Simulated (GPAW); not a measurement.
# Calculated records

```
! title: A GW chain in GPAW: BTe (GaSe-type monolayer)
! method: DFT, PBE, plane waves, PAW (and 1 further level or step)
! program: GPAW 26.7.0
! settings of one run: cutoff 700 eV, GPAW PAW setups 1.2.1 data release, 9×9×1 k-mesh
! cost: 4 runs, 8.2 min in all on 4 MPI ranks of Arm Neoverse V1, shared host (the runs of this entry)
! notes: Values taken over the cell’s volume include its vacuum. The start is a generated structure, not a measured one. Limits: no spin-orbit coupling. Bands and cutoff are finite, so the gap is not at the basis limit. The miss can reach some tenths of an eV and take either sign; the mesh is an error of its own.
! PBE gap: 1.52 eV, indirect
! G0W0 gap on the mesh: 2.30 eV
! GW settings: 9×9×1 mesh, 119 bands, screening to 48 eV, full frequency, Hilbert transform
! known limits: not at the basis limit; no spin-orbit coupling
CELL_PARAMETERS angstrom
3.55373 0.00000 0.00000
-1.77686 3.07762 0.00000
0.00000 0.00000 14.50000
ATOMIC_POSITIONS crystal
B 0.33333 0.66667 0.55902
B 0.33333 0.66667 0.44098
Te 0.66667 0.33333 0.63195
Te 0.66667 0.33333 0.36805
```

[Paths, hosts, dates, memory and timing lines, banners, echoed tables and standing remarks are left out of the program output.]

[Logs are printed without paths, hosts, clocks, repeated set-up lines and the standing remarks that a program may print on its own settings, such as how far it seeks lower states.]

[Runs of the session that timed out or met a known fault of the program may be left out.]

[Hosts, paths, dates, database ids (printed as entryN), source tags and the programs' standing remarks are cut or masked in the printed files.]
